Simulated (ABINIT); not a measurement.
## AlN (P6_3mc): one start, several treatments of the self-energy

Aim: compare treatments of exchange, screening and correlation for the gap of AlN (P6_3mc).

Method: PBE and many-body steps on it, plane waves, in ABINIT 10.8.3.

This is a report of a sequence of runs, with most program output left out.

The database entry behind the starting cell differs from later determinations by our own check (inner coordinate u about 0.002 short), so it need not match the best structure at ambient conditions.

## Step 1: The starting structure

It takes space group P6_3mc (No. 186, hexagonal). Conventional cell: a = 3.113 Å, b = 3.113 Å, c = 4.981 Å, α = 90.00°, β = 90.00°, γ = 120.00°. Al has 4 N at 1.89 Å nearest. Nearest to N lie 4 Al at 1.89 Å. Farther neighbours and most contacts between anions are not listed.

The cell and positions come from the Crystallography Open Database and are kept as given unless a step says otherwise.

## Step 2: Empty states on the mesh, 6×6×4 mesh, 190 bands

This step: ABINIT 10.8.3; DFT, PBE, plane waves, norm-conserving pseudopotentials.

The sums over transitions need many empty states on a uniform mesh; this step solves for them.

File run.abi:

```
acell 3*1.0 Angstrom
rprim 
  3.113000000011 -0.000000000003 0.000000000000
  -1.556500000003 2.695937081992 0.000000000000
  0.000000000000 0.000000000000 4.981000000000
ntypat 2
znucl 13 7
natom 4
typat 1 1 2 2
xred 
  0.333333333333 0.666666666667 0.000000000000
  0.666666666667 0.333333333333 0.500000000000
  0.333333333333 0.666666666667 0.380000000000
  0.666666666667 0.333333333333 0.880000000000
pp_dirpath "pseudos"
pseudos "Al.upf, N.upf"
ecut 36
ngkpt 6 6 4
nshiftk 1
shiftk 0 0 0
kptopt 1
chksymbreak 0
irdden 1
istwfk *1
nband 190
prtvol 0
optdriver 6
gwr_task "HDIAGO"
paral_kgb 0
occopt 1
indata_prefix "in"
outdata_prefix "out"
tmpdata_prefix "tmp"
```

Run with:

```
$ OMP_NUM_THREADS=1 mpirun -n 8 abinit run.abi > log
```

Wall time 26 s (8 MPI ranks of AMD EPYC 9R45, shared host); peak memory 4.2 GiB; 3.4 min of CPU time.

Numbers from this step:

| Item | Value |
| --- | --- |
| gap | 4.220 eV |
| k of the valence top | 0, 0, 0 |
| k of the conduction bottom | 0, 0, 0 |
| least direct gap | 4.220 eV |
| k points computed | 21 |
| lowest point of the top converged band, above the valence top | 134.4323 eV |

On this mesh the gap is 4.220 eV.

The density comes from a self-consistent run that is not shown.

## Step 3: Screening, 6×6×4 mesh, 182 bands, screening to 228.6 eV

The RPA dielectric matrix is built and inverted for each q.

This step: RPA screening on PBE, plane waves, norm-conserving pseudopotentials.

Changes to run.abi since step 2:

```diff
@@ -22,10 +22,11 @@
 chksymbreak 0
-irdden 1
 istwfk *1
-nband 190
-prtvol 0
-optdriver 6
-gwr_task "HDIAGO"
-paral_kgb 0
 occopt 1
+irdwfk 1
+optdriver 3
+nband 182
+ecuteps 8.4
+inclvkb 2
+awtr 1
+symchi 1
 indata_prefix "in"
```

Elapsed: 70 s, on 8 MPI ranks; peak memory 2.8 GiB; 9.3 min of CPU time.

This step gave:

```yaml
eps_infinity_with_local_fields_on_this_mesh_along_the_program_s_q_direction: 4.213
the_same_without_local_fields: 4.643
plasma_frequency: 22.97 eV
plane_waves_in_the_screening_matrix: 313
```

Local fields lower ε∞ by 9 %.

## Step 4: G0W0, Godby-Needs plasmon pole

The self-energy is evaluated for the states that the input lists, and the levels follow from it, in one-shot runs by the linearised quasiparticle equation.

This step: G0W0 on PBE, plane waves, norm-conserving pseudopotentials.

Changes to run.abi since step 3:

```diff
@@ -25,8 +25,15 @@
 irdwfk 1
-optdriver 3
+optdriver 4
 nband 182
+gwcalctyp 0
+ecutsigx 36
+symsigma 1
+nkptgw 1
+kptgw 
+  0.0000000000 0.0000000000 0.0000000000
+bdgw 
+  6 10
 ecuteps 8.4
-inclvkb 2
-awtr 1
-symchi 1
+irdscr 1
+ppmodel 1
 indata_prefix "in"
```

Run time: 8.8 s. Hardware: 8 MPI ranks; peak memory 2.7 GiB; 69 s of CPU time.

This step gave:

| Quantity | Value |
| --- | --- |
| G0W0 gap on the points computed | 5.614 eV |
| starting gap on the mesh | 4.220 eV |
| k of the valence top | 0, 0, 0 |
| k of the conduction bottom | 0, 0, 0 |
| Z at the valence top | 0.787 |
| Z at the conduction bottom | 0.817 |
| least direct G0W0 gap on the computed points | 5.614 eV |

The gap on the mesh goes from 4.22 eV to 5.61 eV, a correction of +1.39 eV.

## Step 5: G0W0, Hybertsen-Louie plasmon pole

Changes to run.abi since step 4:

```diff
@@ -37,3 +37,3 @@
 irdscr 1
-ppmodel 1
+ppmodel 2
 indata_prefix "in"
```

The job ended after 8.8 s (8 MPI ranks; peak memory 2.5 GiB; 69 s of CPU time).

This step gave:

* G0W0 gap on the points computed: 5.721 eV
* starting gap on the mesh: 4.220 eV
* k of the valence top: 0, 0, 0
* k of the conduction bottom: 0, 0, 0
* Z at the valence top: 0.825
* Z at the conduction bottom: 0.846
* least direct G0W0 gap on the computed points: 5.721 eV

Against G0W0 in ABINIT (6×6×4 mesh, 182 bands, screening to 228.6 eV, Godby-Needs plasmon pole), the gap moves by +0.107 eV.

## Step 6: G0W0, von der Linden-Horsch plasmon pole

Changes to run.abi since step 5:

```diff
@@ -37,3 +37,3 @@
 irdscr 1
-ppmodel 2
+ppmodel 3
 indata_prefix "in"
```

Run time: 5.8 s. Hardware: 8 MPI ranks; peak memory 1.3 GiB.

Numbers from this step:

```
G0W0 gap on the points computed              : 5.708 eV
starting gap on the mesh                     : 4.220 eV
k of the valence top                         : 0, 0, 0
k of the conduction bottom                   : 0, 0, 0
least direct G0W0 gap on the computed points : 5.708 eV
```

Against G0W0 in ABINIT (6×6×4 mesh, 182 bands, screening to 228.6 eV, Godby-Needs plasmon pole), the gap moves by +0.094 eV.

## Step 7: G0W0, Engel-Farid plasmon pole

Changes to run.abi since step 6:

```diff
@@ -37,3 +37,3 @@
 irdscr 1
-ppmodel 3
+ppmodel 4
 indata_prefix "in"
```

Wall time 5.7 s (8 MPI ranks); peak memory 1.3 GiB.

Numbers from this step:

```
G0W0 gap on the points computed              : 5.73 eV
starting gap on the mesh                     : 4.220 eV
k of the valence top                         : 0, 0, 0
k of the conduction bottom                   : 0, 0, 0
least direct G0W0 gap on the computed points : 5.73 eV
```

Against G0W0 in ABINIT (6×6×4 mesh, 182 bands, screening to 228.6 eV, Godby-Needs plasmon pole), the gap moves by +0.116 eV.

## Step 8: One-shot Hartree-Fock

This step: one-shot Hartree-Fock on PBE, plane waves, norm-conserving pseudopotentials.

Changes to run.abi since step 7:

```diff
@@ -26,4 +26,4 @@
 optdriver 4
-nband 182
-gwcalctyp 0
+nband 12
+gwcalctyp 5
 ecutsigx 36
@@ -35,5 +35,4 @@
   6 10
-ecuteps 8.4
-irdscr 1
-ppmodel 4
+ixc_sigma 40
+fftgw 31
 indata_prefix "in"
```

Run with:

```
$ OMP_NUM_THREADS=1 mpirun -n 6 abinit run.abi > log
```

Run time: 1.8 s. Hardware: 6 MPI ranks; peak memory 0.13 GiB; 9.3 s of CPU time.

Numbers from this step:

- quasiparticle gap on the points computed: 12.65 eV
- starting gap on the mesh: 4.220 eV
- k of the valence top: 0, 0, 0
- k of the conduction bottom: 0, 0, 0
- least direct quasiparticle gap on the computed points: 12.65 eV

Against G0W0 in ABINIT (6×6×4 mesh, 182 bands, screening to 228.6 eV, Godby-Needs plasmon pole), the gap moves by +7.032 eV.

## Step 9: Screening, 6×6×4 mesh, 182 bands, screening to 228.6 eV

This step: RPA screening on PBE, plane waves, norm-conserving pseudopotentials.

Changes to run.abi since step 8:

```diff
@@ -25,14 +25,14 @@
 irdwfk 1
-optdriver 4
-nband 12
-gwcalctyp 5
-ecutsigx 36
-symsigma 1
-nkptgw 1
-kptgw 
-  0.0000000000 0.0000000000 0.0000000000
-bdgw 
-  6 10
-ixc_sigma 40
-fftgw 31
+optdriver 3
+nband 182
+ecuteps 8.4
+inclvkb 2
+awtr 1
+symchi 1
+gwcalctyp 2
+nfreqre 16
+freqremax 40 eV
+nfreqim 8
+spmeth 1
+nomegasf 120
 indata_prefix "in"
```

Run with:

```
$ OMP_NUM_THREADS=1 mpirun -n 8 abinit run.abi > log
```

Run time: 2.9 min. Hardware: 8 MPI ranks; peak memory 3.4 GiB; 24 min of CPU time.

This step gave:

- ε∞ with local fields, on this mesh, along the program's q direction: 4.238
- the same without local fields: 4.672
- plasma frequency: 22.97 eV
- plane waves in the screening matrix: 313

## Step 10: G0W0, contour deformation

This step: G0W0 on PBE, plane waves, norm-conserving pseudopotentials.

Changes to run.abi since step 9:

```diff
@@ -25,14 +25,15 @@
 irdwfk 1
-optdriver 3
+optdriver 4
 nband 182
+gwcalctyp 2
+ecutsigx 36
+symsigma 1
+nkptgw 1
+kptgw 
+  0.0000000000 0.0000000000 0.0000000000
+bdgw 
+  6 10
 ecuteps 8.4
-inclvkb 2
-awtr 1
-symchi 1
-gwcalctyp 2
-nfreqre 16
-freqremax 40 eV
-nfreqim 8
-spmeth 1
-nomegasf 120
+irdscr 1
+gwmem 01
 indata_prefix "in"
```

Run time: 8.4 s. Hardware: 8 MPI ranks; peak memory 2.2 GiB; 65 s of CPU time.

Numbers from this step:

```
G0W0 gap on the points computed              : 5.657 eV
starting gap on the mesh                     : 4.220 eV
k of the valence top                         : 0, 0, 0
k of the conduction bottom                   : 0, 0, 0
least direct G0W0 gap on the computed points : 5.657 eV
```

Against G0W0 in ABINIT (6×6×4 mesh, 182 bands, screening to 228.6 eV, Godby-Needs plasmon pole), the gap moves by +0.043 eV.

## Step 11: Screening, 6×6×4 mesh, 182 bands, screening to 228.6 eV

This step: RPA screening on PBE, plane waves, norm-conserving pseudopotentials.

Changes to run.abi since step 10:

```diff
@@ -25,15 +25,11 @@
 irdwfk 1
-optdriver 4
+optdriver 3
 nband 182
-gwcalctyp 2
-ecutsigx 36
-symsigma 1
-nkptgw 1
-kptgw 
-  0.0000000000 0.0000000000 0.0000000000
-bdgw 
-  6 10
 ecuteps 8.4
-irdscr 1
-gwmem 01
+inclvkb 2
+awtr 1
+symchi 1
+gwcalctyp 1
+nfreqre 0
+nfreqim 16
 indata_prefix "in"
```

Wall time 5.3 min (8 MPI ranks); peak memory 3 GiB; 42 min of CPU time.

This step gave:

| Item | Value |
| --- | --- |
| ε∞ with local fields, on this mesh, along the program's q direction | 4.213 |
| the same without local fields | 4.643 |
| plasma frequency | 22.97 eV |
| plane waves in the screening matrix | 313 |

## Step 12: G0W0, analytic continuation

This step: G0W0 on PBE, plane waves, norm-conserving pseudopotentials.

Changes to run.abi since step 11:

```diff
@@ -25,11 +25,17 @@
 irdwfk 1
-optdriver 3
+optdriver 4
 nband 182
+gwcalctyp 1
+ecutsigx 36
+symsigma 1
+nkptgw 1
+kptgw 
+  0.0000000000 0.0000000000 0.0000000000
+bdgw 
+  6 10
 ecuteps 8.4
-inclvkb 2
-awtr 1
-symchi 1
-gwcalctyp 1
-nfreqre 0
-nfreqim 16
+irdscr 1
+nomegasi 12
+omegasimax 25 eV
+gwmem 01
 indata_prefix "in"
```

It took 8 s on 8 MPI ranks; peak memory 2.4 GiB; 62 s of CPU time.

Numbers from this step:

```yaml
g0w0_gap_on_the_points_computed: 5.628 eV
starting_gap_on_the_mesh: 4.220 eV
k_of_the_valence_top: 0, 0, 0
k_of_the_conduction_bottom: 0, 0, 0
least_direct_g0w0_gap_on_the_computed_points: 5.628 eV
```

Against G0W0 in ABINIT (6×6×4 mesh, 182 bands, screening to 228.6 eV, Godby-Needs plasmon pole), the gap moves by +0.014 eV.

## Step 13: Side by side

Times are wall times on the hardware named with each run, good to a factor of about two. A run's time includes the screening step that it read.

```csv
run,mesh,bands,screening cutoff (eV),DFT gap (eV),gap on the mesh (eV),direct (eV),ε∞ used,time
"G0W0, Godby-Needs plasmon pole",6×6×4,182,228.6,4.220,5.614,5.614,4.21,79 s
"G0W0, Hybertsen-Louie plasmon pole",6×6×4,182,228.6,4.220,5.721,5.721,4.21,79 s
"G0W0, von der Linden-Horsch plasmon pole",6×6×4,182,228.6,4.220,5.708,5.708,4.21,76 s
"G0W0, Engel-Farid plasmon pole",6×6×4,182,228.6,4.220,5.730,5.730,4.21,75 s
one-shot Hartree-Fock,6×6×4,-,-,4.220,12.646,12.646,-,1.8 s
"G0W0, contour deformation",6×6×4,182,228.6,4.220,5.657,5.657,4.24,3.1 min
"G0W0, analytic continuation",6×6×4,182,228.6,4.220,5.628,5.628,4.21,5.4 min
```

## Step 14: Outcome

| Quantity | Value |
| --- | --- |
| G0W0, Godby-Needs plasmon pole | 5.614 eV |
| G0W0, Hybertsen-Louie plasmon pole | 5.721 eV |
| G0W0, von der Linden-Horsch plasmon pole | 5.708 eV |
| G0W0, Engel-Farid plasmon pole | 5.730 eV |
| one-shot Hartree-Fock | 12.646 eV |
| G0W0, contour deformation | 5.657 eV |
| G0W0, analytic continuation | 5.628 eV |
| known limits | not at the basis limit |

What this shows: G0W0, Hybertsen-Louie plasmon pole: +0.107 eV against G0W0, Godby-Needs plasmon pole. G0W0, von der Linden-Horsch plasmon pole: +0.094 eV against G0W0, Godby-Needs plasmon pole. G0W0, Engel-Farid plasmon pole: +0.116 eV against G0W0, Godby-Needs plasmon pole. One-shot Hartree-Fock: +7.032 eV against G0W0, Godby-Needs plasmon pole. G0W0, contour deformation: +0.043 eV against G0W0, Godby-Needs plasmon pole. G0W0, analytic continuation: +0.014 eV against G0W0, Godby-Needs plasmon pole. Bare exchange alone opens the gap to 12.65 eV; against G0W0, correlation takes back 7.03 eV. Bands and cutoff are finite, so the gap is not at the basis limit. The miss can reach some tenths of an eV and take either sign; the mesh is an error of its own. In the G0W0 runs levels were corrected at 1 k point alone, so a gap called «on the mesh» is the least over those, and an edge elsewhere would be missed.

[Paths, hosts, dates, memory and timing lines, banners, echoed tables and standing remarks are left out of the program output.]

[Logs are printed without paths, hosts, clocks, repeated set-up lines and the standing remarks that a program may print on its own settings, such as how far it seeks lower states.]

[Runs of the session that timed out or met a known fault of the program may be left out.]

[Hosts, paths, dates, database ids (printed as entryN), source tags and the programs' standing remarks are cut or masked in the printed files.]

[G0W0 gaps are taken among the corrected bands and points alone; a level outside them can change the order at an edge.]

[Where Ansatz stands beside ABINIT at settings called matched, ABINIT's density can come from a denser mesh and the files from another edition; pairs whose starting gaps differed by over 0.03 eV were left out, so agreement reads better than it is.]
